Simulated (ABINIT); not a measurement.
# Beyond one shot: CsGeCl3 (R3m), part 2 of 3

Aim: iterate the self-energy on CsGeCl3 (R3m) and follow the gap from cycle to cycle.

ABINIT 10.8.3; LDA and many-body steps on it, plane waves. Known limits of the many-body steps: not at the basis limit; no spin-orbit coupling; coarse k mesh.

So far. Step 5 (evGW0, cycle 1): Against G0W0 in ABINIT (2×2×2 mesh, 176 bands, screening to 130.6 eV, Godby-Needs plasmon pole), the gap moves by +0.404 eV. This first cycle still uses the starting levels; it takes the full correction, at all points of the mesh, and its linearised value is 3.621 eV. Step 6 (evGW0, cycle 2): Against the cycle before, the gap moves by −0.207 eV.

## Step 7: evGW0, cycle 3

Level of this step: evGW0 on LDA, plane waves, norm-conserving pseudopotentials (ABINIT).

run.abi reads:

```
acell 3*1.0 Angstrom
rprim 
  3.846816390705 2.220960478697 3.178300533600
  -3.846816390705 2.220960478697 3.178300533600
  0.000000000000 -4.441920957394 3.178300533600
ntypat 3
znucl 55 32 17
natom 5
typat 1 2 3 3 3
xred 
  0.998403350000 0.998403350000 0.998403350000
  0.515533150000 0.515533150000 0.515533150000
  0.496712670000 0.496712670000 0.948638170000
  0.496712670000 0.948638170000 0.496712670000
  0.948638170000 0.496712670000 0.496712670000
pp_dirpath "pseudos"
pseudos "Cs.upf, Ge.upf, Cl.upf"
ecut 56
ngkpt 2 2 2
nshiftk 1
shiftk 0 0 0
kptopt 1
chksymbreak 0
istwfk *1
occopt 1
irdwfk 1
optdriver 4
nband 176
gwcalctyp 10
ecutsigx 56
symsigma 1
nkptgw 4
kptgw 
  0.0000000000 0.0000000000 0.0000000000
  0.5000000000 0.0000000000 0.0000000000
  0.5000000000 0.5000000000 0.0000000000
  0.5000000000 0.5000000000 0.5000000000
bdgw 
  14 35
  14 35
  14 35
  14 35
ecuteps 4.8
irdscr 1
ppmodel 1
irdqps 1
indata_prefix "in"
outdata_prefix "out"
tmpdata_prefix "tmp"
```

Started as:

```bash
$ OMP_NUM_THREADS=1 mpirun -n 8 abinit run.abi > log
```

The log of the run:

```text
.Version 10.8.3 of ABINIT. v10.8.2 released Aug 2026.

 Symmetries : space group R3 m (#160); Bravais hR (rhombohedral)
[... echo of the input left out ...]
== DATASET  1 ==================================================================
-   mpi_nproc: 8, omp_nthreads: 1 (-1 if OMP is not activated)

--- !DatasetInfo
iteration_state: {dtset: 1, }
dimensions: {natom: 5, nkpt: 4, mband: 176, nsppol: 1, nspinor: 1, nspden: 1, mpw: 22041, }
cutoff_energies: {ecut:  56.0, pawecutdg:  -1.0, }
[...]
.  kptgw no:  2; Maximum DeltaE = (  -0.008  -0.002) for band index: 18
.  kptgw no:  3; Maximum DeltaE = (  -0.007  -0.000) for band index: 16
.  kptgw no:  4; Maximum DeltaE = (  -0.008  -0.000) for band index: 21

== END DATASET(S) ==============================================================
================================================================================

 -outvars: echo values of variables after computation  --------
           etotal      0.0000000000E+00
            nband         176
             nkpt           4
          spgroup         160
 [... the other variables as echoed above ...]

 Calculation completed.
```

It took 2.1 min on 8 MPI ranks of Arm Neoverse V2, shared host; peak memory 7.4 GiB.

This step gave:

| Item | Value |
| --- | --- |
| quasiparticle gap on the mesh | 3.838 eV |
| gap of the density functional on the mesh | 1.977 eV |
| k of the valence top | 0.5, 0.5, 0.5 |
| k of the conduction bottom | 0.5, 0.5, 0.5 |
| least direct quasiparticle gap on the computed points | 3.838 eV |

Against the cycle before, the gap moves by +0.020 eV.

## Step 8: evGW0, cycle 4

run.abi is that of step 7.

The log of the run:

```text
.Version 10.8.3 of ABINIT. v10.8.2 released Aug 2026.

 Symmetries : space group R3 m (#160); Bravais hR (rhombohedral)
[... echo of the input left out ...]
== DATASET  1 ==================================================================
-   mpi_nproc: 8, omp_nthreads: 1 (-1 if OMP is not activated)

--- !DatasetInfo
iteration_state: {dtset: 1, }
dimensions: {natom: 5, nkpt: 4, mband: 176, nsppol: 1, nspinor: 1, nspden: 1, mpw: 22041, }
cutoff_energies: {ecut:  56.0, pawecutdg:  -1.0, }
[...]
.  kptgw no:  2; Maximum DeltaE = (   0.000  -0.000) for band index:  1
.  kptgw no:  3; Maximum DeltaE = (   0.001  -0.000) for band index:  4
.  kptgw no:  4; Maximum DeltaE = (   0.001  -0.000) for band index: 21

== END DATASET(S) ==============================================================
================================================================================

 -outvars: echo values of variables after computation  --------
           etotal      0.0000000000E+00
            nband         176
             nkpt           4
          spgroup         160
 [... the other variables as echoed above ...]

 Calculation completed.
```

It took 2.1 min on 8 MPI ranks; peak memory 7.4 GiB.

This step gave:

* quasiparticle gap on the mesh: 3.837 eV
* gap of the density functional on the mesh: 1.977 eV
* k of the valence top: 0.5, 0.5, 0.5
* k of the conduction bottom: 0.5, 0.5, 0.5
* least direct quasiparticle gap on the computed points: 3.837 eV

Against the cycle before, the gap moves by −0.001 eV.

## Step 9: Screening, 2×2×2 mesh, 176 bands, screening to 130.6 eV

This step: RPA screening on LDA, plane waves, norm-conserving pseudopotentials.

Edit run.abi of step 8 so:

```diff
@@ -26,22 +26,13 @@
 irdwfk 1
-optdriver 4
+optdriver 3
 nband 176
+ecuteps 4.8
+inclvkb 2
+awtr 1
+symchi 1
 gwcalctyp 10
-ecutsigx 56
-symsigma 1
-nkptgw 4
-kptgw 
-  0.0000000000 0.0000000000 0.0000000000
-  0.5000000000 0.0000000000 0.0000000000
-  0.5000000000 0.5000000000 0.0000000000
-  0.5000000000 0.5000000000 0.5000000000
-bdgw 
-  14 35
-  14 35
-  14 35
-  14 35
-ecuteps 4.8
-irdscr 1
-ppmodel 1
-irdqps 1
+mbpt_sciss 2.027 eV
+nqptdm 1
+qptdm 
+  0 0 0
 indata_prefix "in"
```

The log of the run:

```text
.Version 10.8.3 of ABINIT. v10.8.2 released Aug 2026.

 Symmetries : space group R3 m (#160); Bravais hR (rhombohedral)
[... echo of the input left out ...]
== DATASET  1 ==================================================================
-   mpi_nproc: 8, omp_nthreads: 1 (-1 if OMP is not activated)

--- !DatasetInfo
iteration_state: {dtset: 1, }
dimensions: {natom: 5, nkpt: 4, mband: 176, nsppol: 1, nspinor: 1, nspden: 1, mpw: 22041, }
cutoff_energies: {ecut:  56.0, pawecutdg:  -1.0, }
electrons: {nelect:   5.20000000E+01, charge:   0.00000000E+00, occopt:   1.00000000E+00, tsmear:   1.00000000E-02, }

 SCREENING: Calculation of the susceptibility and dielectric matrices

 Based on a program developped by R.W. Godby, V. Olevano, G. Onida, and L. Reining.
 Incorporated in ABINIT by V. Olevano, G.-M. Rignanese, and M. Torrent.
.Using double precision arithmetic ; gwpc =  8

[... cell and pseudopotentials left out ...]
--------------------------------------------------------------------------------

 ==== K-mesh for the wavefunctions ====
 Number of points in the irreducible wedge :     4
[... list of points left out ...]
 Together with  6 symmetry operations and time-reversal symmetry
 yields     8 points in the full Brillouin Zone.

 ==== Q-mesh for the screening function ====
 Number of points in the irreducible wedge :     4
[... list of points left out ...]
 Together with  6 symmetry operations and time-reversal symmetry
 yields     8 points in the full Brillouin Zone.

 setmesh: FFT mesh size selected  =    45x   45x   45
          total number of points  =        91125

 vcoul_init : cutoff-mode = AUXILIARY_FUNCTION
 q-points for optical limit:   1
     1)      0.000010    0.000020    0.000030

 Dielectric matrix will be calculated only for some
 selected q points provided by the user through the input variables
 nqptdm and qptdm

- screening: taking advantage of time-reversal symmetry
- Maximum band index for partially occupied states nbvw = 26
- Remaining bands to be divided among processors   nbcw = 150
- Number of bands treated by each node ~18

 rdqps: reading QP wavefunctions of the previous step
        looking for file in_QPS
 file not found, 1st iteration initialized with KS eigenelements

 screening : performing a first self-consistency
 update of the energies in W by a scissor operator
 applying a scissor operator of [eV] :   2.027

 Number of electrons calculated from density =   52.0000; Expected =   52.0000
 average of density, n =  0.047295
 r_s =    1.7154
 omega_plasma =   20.9780 [eV]

 calculating chi0 at frequencies [eV] :
  1    0.000000E+00    0.000000E+00
  2    0.000000E+00    2.097803E+01

--------------------------------------------------------------------------------
  q-point number  1        q = ( 0.000000, 0.000000, 0.000000) [r.l.u.]
--------------------------------------------------------------------------------
[... chi0 elements left out ...]
 For q-point:  0.000010 0.000020 0.000030
  dielectric constant =   4.3537
  dielectric constant without local fields =   5.0677

  Average fulfillment of the sum rule on Im[epsilon] for q-point    1 :     56.40  [%]
[... wings left out ...]
== END DATASET(S) ==============================================================
================================================================================

 -outvars: echo values of variables after computation  --------
           etotal      0.0000000000E+00
            nband         176
             nkpt           4
          spgroup         160
 [... the other variables as echoed above ...]

 Calculation completed.
```

Elapsed: 38 s, on 8 MPI ranks; peak memory 4.8 GiB; 5.1 min of CPU time.

This step gave:

```
ε∞ with local fields, on this mesh, along the program's q direction : 4.354
the same without local fields                                       : 5.068
plasma frequency                                                    : 20.98 eV
plane waves in the screening matrix                                 : 527
```

This screening uses the functional's bands under a rigid shift, the mean opening of the cycle before.

## Step 10: Screening, 2×2×2 mesh, 176 bands, screening to 130.6 eV

This step: RPA screening on LDA from quasiparticle energies, plane waves, norm-conserving pseudopotentials.

Edit run.abi of step 9 so:

```diff
@@ -32,7 +32,9 @@
 symchi 1
+irdqps 1
 gwcalctyp 10
-mbpt_sciss 2.027 eV
-nqptdm 1
+nqptdm 3
 qptdm 
-  0 0 0
+  0.5000000000 0.0000000000 0.0000000000
+  0.5000000000 0.5000000000 0.0000000000
+  0.5000000000 0.5000000000 0.5000000000
 indata_prefix "in"
```

mrgscr.stdin reads:

```
2
merged
q0_SCR
out_SCR
1
```

Started as:

```bash
$ OMP_NUM_THREADS=1 mpirun -n 8 abinit run.abi > log; mrgscr < mrgscr.stdin
```

The log of the run:

```text
.Version 10.8.3 of ABINIT. v10.8.2 released Aug 2026.

 Symmetries : space group R3 m (#160); Bravais hR (rhombohedral)
[... echo of the input left out ...]
== DATASET  1 ==================================================================
-   mpi_nproc: 8, omp_nthreads: 1 (-1 if OMP is not activated)

--- !DatasetInfo
iteration_state: {dtset: 1, }
dimensions: {natom: 5, nkpt: 4, mband: 176, nsppol: 1, nspinor: 1, nspden: 1, mpw: 22041, }
cutoff_energies: {ecut:  56.0, pawecutdg:  -1.0, }
[...]
q-point number  1        q = ( 0.500000, 0.000000, 0.000000) [r.l.u.]
--------------------------------------------------------------------------------
[... chi0 elements left out ...]
  Average fulfillment of the sum rule on Im[epsilon] for q-point    2 :     60.75  [%]

--------------------------------------------------------------------------------
  q-point number  2        q = ( 0.500000, 0.500000, 0.000000) [r.l.u.]
--------------------------------------------------------------------------------
[... chi0 elements left out ...]
  Average fulfillment of the sum rule on Im[epsilon] for q-point    3 :     59.16  [%]

 [... 1 further q-points ...]
```

It took 16 s on 8 MPI ranks; peak memory 3.2 GiB; 2.2 min of CPU time.

Numbers from this step:

```
plasma frequency                    : 20.98 eV
plane waves in the screening matrix : 527
```

This screening reads the quasiparticle levels of the cycle before.

## Step 11: evGW, cycle 1

This step: evGW on LDA, plane waves, norm-conserving pseudopotentials.

Edit run.abi of step 10 so:

```diff
@@ -26,12 +26,10 @@
 irdwfk 1
-optdriver 3
+optdriver 4
 nband 176
-ecuteps 4.8
-inclvkb 2
-awtr 1
-symchi 1
-irdqps 1
 gwcalctyp 10
-nqptdm 3
-qptdm 
+ecutsigx 56
+symsigma 1
+nkptgw 4
+kptgw 
+  0.0000000000 0.0000000000 0.0000000000
   0.5000000000 0.0000000000 0.0000000000
@@ -39,2 +37,11 @@
   0.5000000000 0.5000000000 0.5000000000
+bdgw 
+  14 35
+  14 35
+  14 35
+  14 35
+ecuteps 4.8
+irdscr 1
+ppmodel 1
+irdqps 1
 indata_prefix "in"
```

Started as:

```bash
$ OMP_NUM_THREADS=1 mpirun -n 8 abinit run.abi > log
```

The log of the run:

```text
.Version 10.8.3 of ABINIT. v10.8.2 released Aug 2026.

 Symmetries : space group R3 m (#160); Bravais hR (rhombohedral)
[... echo of the input left out ...]
== DATASET  1 ==================================================================
-   mpi_nproc: 8, omp_nthreads: 1 (-1 if OMP is not activated)

--- !DatasetInfo
iteration_state: {dtset: 1, }
dimensions: {natom: 5, nkpt: 4, mband: 176, nsppol: 1, nspinor: 1, nspden: 1, mpw: 22041, }
cutoff_energies: {ecut:  56.0, pawecutdg:  -1.0, }
[...]
.  kptgw no:  2; Maximum DeltaE = (  -0.216  -0.000) for band index:  4
.  kptgw no:  3; Maximum DeltaE = (  -0.175  -0.000) for band index:  4
.  kptgw no:  4; Maximum DeltaE = (  -0.154   0.000) for band index:  4

== END DATASET(S) ==============================================================
================================================================================

 -outvars: echo values of variables after computation  --------
           etotal      0.0000000000E+00
            nband         176
             nkpt           4
          spgroup         160
 [... the other variables as echoed above ...]

 Calculation completed.
```

Elapsed: 2 min, on 8 MPI ranks; peak memory 7.4 GiB.

Numbers from this step:

| Item | Value |
| --- | --- |
| quasiparticle gap on the mesh | 4.205 eV |
| gap of the density functional on the mesh | 1.977 eV |
| k of the valence top | 0.5, 0.5, 0.5 |
| k of the conduction bottom | 0.5, 0.5, 0.5 |
| least direct quasiparticle gap on the computed points | 4.205 eV |

Against G0W0 in ABINIT (2×2×2 mesh, 176 bands, screening to 130.6 eV, Godby-Needs plasmon pole), the gap moves by +0.584 eV.

## Step 12: Screening, 2×2×2 mesh, 176 bands, screening to 130.6 eV

This step: RPA screening on LDA, plane waves, norm-conserving pseudopotentials.

Edit run.abi of step 11 so:

```diff
@@ -26,22 +26,13 @@
 irdwfk 1
-optdriver 4
+optdriver 3
 nband 176
+ecuteps 4.8
+inclvkb 2
+awtr 1
+symchi 1
 gwcalctyp 10
-ecutsigx 56
-symsigma 1
-nkptgw 4
-kptgw 
-  0.0000000000 0.0000000000 0.0000000000
-  0.5000000000 0.0000000000 0.0000000000
-  0.5000000000 0.5000000000 0.0000000000
-  0.5000000000 0.5000000000 0.5000000000
-bdgw 
-  14 35
-  14 35
-  14 35
-  14 35
-ecuteps 4.8
-irdscr 1
-ppmodel 1
-irdqps 1
+mbpt_sciss 2.444 eV
+nqptdm 1
+qptdm 
+  0 0 0
 indata_prefix "in"
```

The log of the run:

```text
.Version 10.8.3 of ABINIT. v10.8.2 released Aug 2026.

 Symmetries : space group R3 m (#160); Bravais hR (rhombohedral)
[... echo of the input left out ...]
== DATASET  1 ==================================================================
-   mpi_nproc: 8, omp_nthreads: 1 (-1 if OMP is not activated)

--- !DatasetInfo
iteration_state: {dtset: 1, }
dimensions: {natom: 5, nkpt: 4, mband: 176, nsppol: 1, nspinor: 1, nspden: 1, mpw: 22041, }
cutoff_energies: {ecut:  56.0, pawecutdg:  -1.0, }
[...]
[... chi0 elements left out ...]
 For q-point:  0.000010 0.000020 0.000030
  dielectric constant =   4.1624
  dielectric constant without local fields =   4.8194

  Average fulfillment of the sum rule on Im[epsilon] for q-point    1 :     57.40  [%]
[... wings left out ...]
== END DATASET(S) ==============================================================
================================================================================

 -outvars: echo values of variables after computation  --------
           etotal      0.0000000000E+00
            nband         176
             nkpt           4
          spgroup         160
 [... the other variables as echoed above ...]

 Calculation completed.
```

Run time: 38 s. Hardware: 8 MPI ranks; peak memory 4.8 GiB.

Numbers from this step:

* ε∞ with local fields, on this mesh, along the program's q direction: 4.162
* the same without local fields: 4.819
* plasma frequency: 20.98 eV
* plane waves in the screening matrix: 527

This screening uses the functional's bands under a rigid shift, the mean opening of the cycle before.

## Step 13: Screening, 2×2×2 mesh, 176 bands, screening to 130.6 eV

This step: RPA screening on LDA from quasiparticle energies, plane waves, norm-conserving pseudopotentials.

Edit run.abi of step 12 so:

```diff
@@ -32,7 +32,9 @@
 symchi 1
+irdqps 1
 gwcalctyp 10
-mbpt_sciss 2.444 eV
-nqptdm 1
+nqptdm 3
 qptdm 
-  0 0 0
+  0.5000000000 0.0000000000 0.0000000000
+  0.5000000000 0.5000000000 0.0000000000
+  0.5000000000 0.5000000000 0.5000000000
 indata_prefix "in"
```

mrgscr.stdin is that of step 10.

Started as:

```bash
$ OMP_NUM_THREADS=1 mpirun -n 8 abinit run.abi > log; mrgscr < mrgscr.stdin
```

The log of the run:

```text
.Version 10.8.3 of ABINIT. v10.8.2 released Aug 2026.

 Symmetries : space group R3 m (#160); Bravais hR (rhombohedral)
[... echo of the input left out ...]
== DATASET  1 ==================================================================
-   mpi_nproc: 8, omp_nthreads: 1 (-1 if OMP is not activated)

--- !DatasetInfo
iteration_state: {dtset: 1, }
dimensions: {natom: 5, nkpt: 4, mband: 176, nsppol: 1, nspinor: 1, nspden: 1, mpw: 22041, }
cutoff_energies: {ecut:  56.0, pawecutdg:  -1.0, }
[...]
q-point number  1        q = ( 0.500000, 0.000000, 0.000000) [r.l.u.]
--------------------------------------------------------------------------------
[... chi0 elements left out ...]
  Average fulfillment of the sum rule on Im[epsilon] for q-point    2 :     61.84  [%]

--------------------------------------------------------------------------------
  q-point number  2        q = ( 0.500000, 0.500000, 0.000000) [r.l.u.]
--------------------------------------------------------------------------------
[... chi0 elements left out ...]
  Average fulfillment of the sum rule on Im[epsilon] for q-point    3 :     60.14  [%]

 [... 1 further q-points ...]
```

Wall time 17 s (8 MPI ranks); peak memory 3.2 GiB; 2.3 min of CPU time.

This step gave:

```
plasma frequency                    : 20.98 eV
plane waves in the screening matrix : 527
```

This screening reads the quasiparticle levels of the cycle before.

## Step 14: evGW, cycle 2

This step: evGW on LDA, plane waves, norm-conserving pseudopotentials.

Edit run.abi of step 13 so:

```diff
@@ -26,12 +26,10 @@
 irdwfk 1
-optdriver 3
+optdriver 4
 nband 176
-ecuteps 4.8
-inclvkb 2
-awtr 1
-symchi 1
-irdqps 1
 gwcalctyp 10
-nqptdm 3
-qptdm 
+ecutsigx 56
+symsigma 1
+nkptgw 4
+kptgw 
+  0.0000000000 0.0000000000 0.0000000000
   0.5000000000 0.0000000000 0.0000000000
@@ -39,2 +37,11 @@
   0.5000000000 0.5000000000 0.5000000000
+bdgw 
+  14 35
+  14 35
+  14 35
+  14 35
+ecuteps 4.8
+irdscr 1
+ppmodel 1
+irdqps 1
 indata_prefix "in"
```

Started as:

```bash
$ OMP_NUM_THREADS=1 mpirun -n 8 abinit run.abi > log
```

The log of the run:

```text
.Version 10.8.3 of ABINIT. v10.8.2 released Aug 2026.

 Symmetries : space group R3 m (#160); Bravais hR (rhombohedral)
[... echo of the input left out ...]
== DATASET  1 ==================================================================
-   mpi_nproc: 8, omp_nthreads: 1 (-1 if OMP is not activated)

--- !DatasetInfo
iteration_state: {dtset: 1, }
dimensions: {natom: 5, nkpt: 4, mband: 176, nsppol: 1, nspinor: 1, nspden: 1, mpw: 22041, }
cutoff_energies: {ecut:  56.0, pawecutdg:  -1.0, }
[...]
.  kptgw no:  2; Maximum DeltaE = (  -0.024   0.000) for band index: 18
.  kptgw no:  3; Maximum DeltaE = (   0.019   0.000) for band index:  6
.  kptgw no:  4; Maximum DeltaE = (  -0.018  -0.000) for band index:  4

== END DATASET(S) ==============================================================
================================================================================

 -outvars: echo values of variables after computation  --------
           etotal      0.0000000000E+00
            nband         176
             nkpt           4
          spgroup         160
 [... the other variables as echoed above ...]

 Calculation completed.
```

Elapsed: 2.1 min, on 8 MPI ranks; peak memory 7.4 GiB; 16 min of CPU time.

This step gave:

```
quasiparticle gap on the mesh                         : 4.239 eV
gap of the density functional on the mesh             : 1.977 eV
k of the valence top                                  : 0.5, 0.5, 0.5
k of the conduction bottom                            : 0.5, 0.5, 0.5
least direct quasiparticle gap on the computed points : 4.239 eV
```

Against the cycle before, the gap moves by +0.034 eV.

(Continued in part 3 of 3.)

[Paths, hosts, dates, memory and timing lines, banners, echoed tables and standing remarks are left out of the program output.]

[Logs are printed without paths, hosts, clocks, repeated set-up lines and the standing remarks that a program may print on its own settings, such as how far it seeks lower states.]

[Runs of the session that timed out or met a known fault of the program may be left out.]

[Hosts, paths, dates, database ids (printed as entryN), source tags and the programs' standing remarks are cut or masked in the printed files.]

[G0W0 gaps are taken among the corrected bands and points alone; a level outside them can change the order at an edge.]

[Where Ansatz stands beside ABINIT at settings called matched, ABINIT's density can come from a denser mesh and the files from another edition; pairs whose starting gaps differed by over 0.03 eV were left out, so agreement reads better than it is.]
